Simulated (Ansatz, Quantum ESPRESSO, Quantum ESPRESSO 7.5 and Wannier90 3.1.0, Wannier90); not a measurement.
**straight Sb chain, spacing 2.75 Å: Wannier functions and conductance**

Wanted: localised orbitals and the quantum conductance of this wire: straight Sb chain, spacing 2.75 Å.

Program: Quantum ESPRESSO 7.5 and Wannier90 3.1.0. Level of theory: plane-wave DFT, PBEsol, GBRV ultrasoft pseudopotentials (cross-check by Ansatz 0.2.0 with PAW datasets). Results are calculated unless marked as measured.

Report form: the programs' logs are mostly left out.

## Step 1: Set-up

The cell holds 1 atom: 1 Sb. Cell: a = 8.000 Å, b = 8.000 Å, c = 2.750 Å, α = 90.0°, β = 90.0°, γ = 90.0°. Vacuum lies along a and b. The structure's axis is c.

## Step 2: Self-consistent run

File scf.in:

```
&control
  prefix = 'scf'
  outdir = './out'
  pseudo_dir = './pseudo'
  calculation = 'scf'
  tprnfor = .true.
/
&system
  ibrav = 0
  nat = 1
  ntyp = 1
  ecutwfc = 34
  ecutrho = 170
  occupations = 'smearing'
  smearing = 'mv'
  degauss = 0.005
/
&electrons
  conv_thr = 1e-07
  mixing_beta = 0.4
  electron_maxstep = 120
  mixing_mode = 'local-TF'
/
ATOMIC_SPECIES
  Sb  121.7600  sb_pbesol_v1.4.uspp.F.UPF
CELL_PARAMETERS angstrom
  8.00000000000000 0.00000000000000 0.00000000000000
  0.00000000000000 8.00000000000000 0.00000000000000
  0.00000000000000 0.00000000000000 2.75000000000000
ATOMIC_POSITIONS crystal
  Sb  0.000000000000 0.000000000000 0.000000000000
K_POINTS automatic
  1 1 28 0 0 0
```

Run with:

```console
OMP_NUM_THREADS=1 mpirun -n 2 pw.x -nk 2 -in scf.in > scf.out
```

The job ended after 5.7 s (2 MPI ranks of AMD EPYC 9R45, shared host; peak memory 0.18 GiB; 11 s of CPU time).

Numbers from this step:

| Quantity | Value |
| --- | --- |
| free energy | -2510.1934 eV |
| Fermi energy | -2.395 eV |

The program's own clock; routines nest. Time by routine:

```
  routine  wall time (s)  calls
    PWSCF           4.98      1
electrons           3.68      1
  c_bands           1.55     10
  cegterg           1.38     80
    h_psi           1.35    426
     fftw           1.27   6652
 vloc_psi           1.25    426
 init_run           1.14      1
 sum_band           0.81     10
     newd           0.62     11
  mix_rho           0.55     10
     ffts           0.55   1060
   hinit0           0.38      1
  potinit           0.36      1
```

The run needed 10 iterations to bring the estimated error under 1e-07 Ry.

## Step 3: Full uniform mesh without symmetry

Wannier90 needs the states on a whole uniform mesh, listed point by point, without symmetry.

File nscf.in:

```
&control
  prefix = 'nscf'
  outdir = './out'
  pseudo_dir = './pseudo'
  calculation = 'nscf'
/
&system
  ibrav = 0
  nat = 1
  ntyp = 1
  ecutwfc = 34
  ecutrho = 170
  occupations = 'smearing'
  smearing = 'mv'
  degauss = 0.005
  nosym = .true.
  noinv = .true.
  nbnd = 17
/
&electrons
  conv_thr = 1e-09
  mixing_beta = 0.4
  electron_maxstep = 120
  mixing_mode = 'local-TF'
  diago_full_acc = .true.
/
ATOMIC_SPECIES
  Sb  121.7600  sb_pbesol_v1.4.uspp.F.UPF
CELL_PARAMETERS angstrom
  8.00000000000000 0.00000000000000 0.00000000000000
  0.00000000000000 8.00000000000000 0.00000000000000
  0.00000000000000 0.00000000000000 2.75000000000000
ATOMIC_POSITIONS crystal
  Sb  0.000000000000 0.000000000000 0.000000000000
K_POINTS crystal
14
  0.0000000000 0.0000000000 0.0000000000 0.0714285714
  0.0000000000 0.0000000000 0.0714285714 0.0714285714
  0.0000000000 0.0000000000 0.1428571429 0.0714285714
  0.0000000000 0.0000000000 0.2142857143 0.0714285714
  0.0000000000 0.0000000000 0.2857142857 0.0714285714
  0.0000000000 0.0000000000 0.3571428571 0.0714285714
  0.0000000000 0.0000000000 0.4285714286 0.0714285714
  0.0000000000 0.0000000000 0.5000000000 0.0714285714
  0.0000000000 0.0000000000 0.5714285714 0.0714285714
  0.0000000000 0.0000000000 0.6428571429 0.0714285714
  0.0000000000 0.0000000000 0.7142857143 0.0714285714
  0.0000000000 0.0000000000 0.7857142857 0.0714285714
  0.0000000000 0.0000000000 0.8571428571 0.0714285714
  0.0000000000 0.0000000000 0.9285714286 0.0714285714
```

Run with:

```console
cp -r out/scf.save out/nscf.save
cp out/scf.xml out/nscf.xml
OMP_NUM_THREADS=1 mpirun -n 2 pw.x -nk 1 -in nscf.in > nscf.out
```

Elapsed: 3.5 s, on 2 MPI ranks; peak memory 0.12 GiB; 6.6 s of CPU time.

This step gave:

- Fermi energy: -2.364 eV

## Step 4: Neighbour list from wannier90 -pp

The .win file sets projections and windows: states in the frozen window are kept exactly, the outer window gives room to disentangle.

File wan.win:

```
num_wann = 4
num_bands = 17
num_iter = 200
num_print_cycles = 20
conv_tol = 1e-8
conv_window = 5
guiding_centres = true
dis_num_iter = 1500
dis_conv_tol = 1e-8
dis_win_min = -13.3954
dis_win_max = 6.6046
dis_froz_max = -0.8954
search_shells = 120
fermi_energy = -2.3954

transport = true
transport_mode = bulk
one_dim_axis = z
dist_cutoff = 19.15
dist_cutoff_mode = one_dim
tran_win_min = -4.0
tran_win_max = 2.0
tran_energy_step = 0.02

bands_plot = true
bands_num_points = 96
begin kpoint_path
G 0.0 0.0 0.0 Z 0.0 0.0 0.5
end kpoint_path

begin projections
Sb:s;p
end projections

begin unit_cell_cart
ang
  8.0000000000 0.0000000000 0.0000000000
  0.0000000000 8.0000000000 0.0000000000
  0.0000000000 0.0000000000 2.7500000000
end unit_cell_cart

begin atoms_frac
  Sb 0.0000000000 0.0000000000 0.0000000000
end atoms_frac

mp_grid = 1 1 14
begin kpoints
  0.0 0.0 0.0000000000
  0.0 0.0 0.0714285714
  0.0 0.0 0.1428571429
  0.0 0.0 0.2142857143
  0.0 0.0 0.2857142857
  0.0 0.0 0.3571428571
  0.0 0.0 0.4285714286
  0.0 0.0 0.5000000000
  0.0 0.0 0.5714285714
  0.0 0.0 0.6428571429
  0.0 0.0 0.7142857143
  0.0 0.0 0.7857142857
  0.0 0.0 0.8571428571
  0.0 0.0 0.9285714286
end kpoints
```

Run with:

```console
OMP_NUM_THREADS=1 wannier90.x -pp wan > wan.pp.log
```

The job ended after 0.6 s (1 MPI rank; peak memory 0.08 GiB).

## Step 5: Overlaps and projections

pw2wannier90.x computes the overlaps between neighbouring k-points and the projections.

File wan.p2w.in:

```
&inputpp
  prefix = 'nscf'
  outdir = './out'
  seedname = 'wan'
  write_mmn = .true.
  write_amn = .true.
  write_unk = .false.
/
```

Run with:

```console
OMP_NUM_THREADS=1 mpirun -n 2 pw2wannier90.x -in wan.p2w.in > wan.p2w.out
```

It took 2.2 s on 2 MPI ranks; peak memory 0.12 GiB; 4 s of CPU time.

## Step 6: Wannier functions and transport

After disentangling and localising, transport_mode = bulk builds principal layers from hoppings within dist_cutoff and counts open channels.

wan.win is that of step 4.

Run with:

```console
OMP_NUM_THREADS=1 wannier90.x wan > wan.run.log
```

Elapsed: 1.1 s, on 1 MPI rank; peak memory 0.08 GiB.

Read from the output:

| Property | Result |
| --- | --- |
| lead channels at the Fermi level, one spin | 3.000 |
| total spread | 8.954 Å² |
| gauge-invariant spread | 7.789 Å² |
| largest misfit to plane-wave levels between mesh points, inside the frozen window | 0.01877 eV |

Per spin. The quantum conductance of the perfect wire, open channels by energy, zero at the Fermi level:

```
energy (eV)  quantum conductance of the perfect wire, open channels
     -4.000                                                  1.7e-5
     -3.800                                                       1
     -3.600                                                       1
     -3.400                                                       1
     -3.200                                                       1
     -3.000                                                       1
     -2.800                                                       1
     -2.600                                                       1
     -2.400                                                       1
     -2.200                                                       1
     -2.000                                                       1
     -1.800                                                       1
     -1.600                                                    3.00
     -1.400                                                       3
     -1.200                                                       3
     -1.020                                                       3
     -0.800                                                       3
     -0.600                                                       3
     -0.400                                                       3
     -0.200                                                       3
      0.000                                                       3
      0.200                                                       3
      0.400                                                       3
      0.600                                                       3
      0.800                                                       3
      1.000                                                       3
      1.200                                                       3
      1.400                                                       3
      1.600                                                       3
      1.800                                                       3
      2.000                                                    1.00
```

Wannier functions:

```
no.     x (Å)    y (Å)   z (Å)  spread (Å²)
  1  -1.10e-5   0.8517       0        1.896
  2         0  1.00e-6  -1.375        2.988
  3   2.70e-5        0       0        2.175
  4  -8.00e-6  -0.8517       0        1.896
```

The electronic bands at the labelled points (eV, zero at the Fermi level; # counts the bands kept):

```
  point      #1     #2     #3    #4
      Γ  -10.26  -1.62  -1.62  4.67
halfway   -8.99  -0.34  -0.34  2.22
      Z   -5.72  -3.96   1.98  1.98
```

Bands and channels are those of the Wannier model: bands that were not projected, and all outside the frozen window, are missing or only approximate.

## Step 7: Neighbour list from wannier90 -pp, with dis_num_iter = 10

A sensitivity test on the input.

wan_w.win is the input of step 6 with these lines changed:

```diff
@@ -7,3 +7,3 @@
 guiding_centres = true
-dis_num_iter = 1500
+dis_num_iter = 10
 dis_conv_tol = 1e-8
```

Run with:

```console
OMP_NUM_THREADS=1 wannier90.x -pp wan_w > wan_w.pp.log
```

The job ended after 0.6 s (1 MPI rank; peak memory 0.09 GiB).

## Step 8: Overlaps and projections

The same post-processing, on the changed run.

File wan_w.p2w.in:

```
&inputpp
  prefix = 'nscf'
  outdir = './out'
  seedname = 'wan_w'
  write_mmn = .true.
  write_amn = .true.
  write_unk = .false.
/
```

Run with:

```console
OMP_NUM_THREADS=1 mpirun -n 2 pw2wannier90.x -in wan_w.p2w.in > wan_w.p2w.out
```

The job ended after 2.2 s (2 MPI ranks; peak memory 0.12 GiB; 4 s of CPU time).

## Step 9: Localisation, bands and conductance, with dis_num_iter = 10

wan_w.win is the input of step 6 with these lines changed:

```diff
@@ -7,3 +7,3 @@
 guiding_centres = true
-dis_num_iter = 1500
+dis_num_iter = 10
 dis_conv_tol = 1e-8
```

Run with:

```console
OMP_NUM_THREADS=1 wannier90.x wan_w > wan_w.run.log
```

The job ended after 0.94 s (1 MPI rank; peak memory 0.09 GiB).

The changed values were drawn from a wide range, not chosen for quality; the comparison shows what they did here together.

The total spread is 9.80 against 8.95 Å². Between −2 and 1.5 eV the channel count differs from the first run's at 0 % of the energies, and at the Fermi level it is 3 against 3.

## Step 10: Cross-check with Ansatz

As a check, the same structure is run in Ansatz.

Level of this step: plane-wave DFT, PBEsol, Ansatz PAW (Ansatz 0.2.0).

System of this step: straight Sb chain, spacing 2.75 Å, 2 periods. The cell holds 2 atoms: 2 Sb. Cell: a = 8.000 Å, b = 8.000 Å, c = 5.500 Å, α = 90.0°, β = 90.0°, γ = 90.0°. Vacuum lies along a and b. The structure's axis is c.

File input.yaml:

```yaml
crystal:
  lattice:
    - [8.0, 0.0, 0.0]
    - [0.0, 8.0, 0.0]
    - [0.0, 0.0, 5.5]
  atoms:
    - { symbol: Sb, position: [0.0, 0.0, 0.0] }
    - { symbol: Sb, position: [0.0, 0.0, 0.5] }
kpoints:
  mp_grid: { grid: [1, 1, 14] }
hamiltonian:
  xc: pbesol
scf:
  occupations: { method: fermi_dirac, width: 0.05 }
  convergence: { dr2_threshold: 1.0e-08 }
output:
  transmission:
    leads: [[0, 0]]
    e_range: [-4.0, 2.0]
    de: 0.05
    kmesh: [1, 1]
    reduced_basis: true
```

Run with:

```console
ansatz run input.yaml --threads 2 --pin off --max-ram 4096MiB --backend cpu --events-out ev --progress --plain --runs-dir out
```

It took 13 s on 2 threads; peak memory 0.57 GiB.

This step gave:

* free energy: -12813.4252 eV
* energy at zero smearing: -12813.4127 eV
* smearing term TS: 0.02498 eV
* Fermi energy: -2.452 eV
* symmetry operations: 32
* lead channels at the Fermi level, one spin: 3

Per spin. Open channels against energy, zero at the Fermi level:

```
energy (eV)  open channels
    -4.0000              0
    -3.7500              1
    -3.5000              1
    -3.2500              1
    -3.0000              1
    -2.7500              1
    -2.5000              1
    -2.2500              1
    -2.0000              1
    -1.7500              1
    -1.5000              3
    -1.2500              3
    -1.0000              3
    -0.7500              3
    -0.5000              3
    -0.2500              3
     0.0000              3
     0.2500              3
     0.5000              3
     0.7500              3
     1.0000              3
     1.2500              3
     1.5000              3
     1.7500              3
     2.0000              1
```

## Step 11: The arithmetic

3 channels × 77.48 µS = 232 µS, a two-terminal resistance of 12.906/3 = 4.30 kΩ whatever the wire's length, as long as nothing scatters.

## Step 12: Outcome

```json
{
  "open channels at the Fermi level, per spin": "3",
  "total spread": "8.95 Å²",
  "gauge-invariant spread": "7.79 Å²",
  "largest band misfit in the frozen window": "0.0188 eV",
  "channels at the Fermi level by Ansatz": "3"
}
```

In words: The wire offers 3 channels per spin at the Fermi level. Between -4 and 1.5 eV the channel count from Wannier functions equals that from Ansatz's layer matching at 100 % of the energies; outside the frozen window the Wannier bands are not held to the plane-wave ones. Each plane-wave level in the frozen window has a Wannier level within 0.02 eV; this test doesn't see extra bands that a model may add. The wire is perfect, so the conductance only counts bands: each channel, with its partner of the other spin, carries G₀ = 2e²/h. It was run without spin polarisation, which was not tested. Spin-orbit coupling is left out; depending on the atoms that carry the levels of interest, it can split and shift them by tens to hundreds of meV.

[Logs are printed without paths, hosts, clocks, repeated set-up lines and the standing remarks that a program may print on its own settings, such as how far it seeks lower states.]

[Hosts, paths, dates, database ids (printed as entryN), source tags and the programs' standing remarks are cut or masked in the printed files.]

[Maps of the electrostatic potential energy from Ansatz leave out the sawtooth potential of an applied field or a dipole correction, so their vacuum need not be flat; planar profiles and work functions include it.]
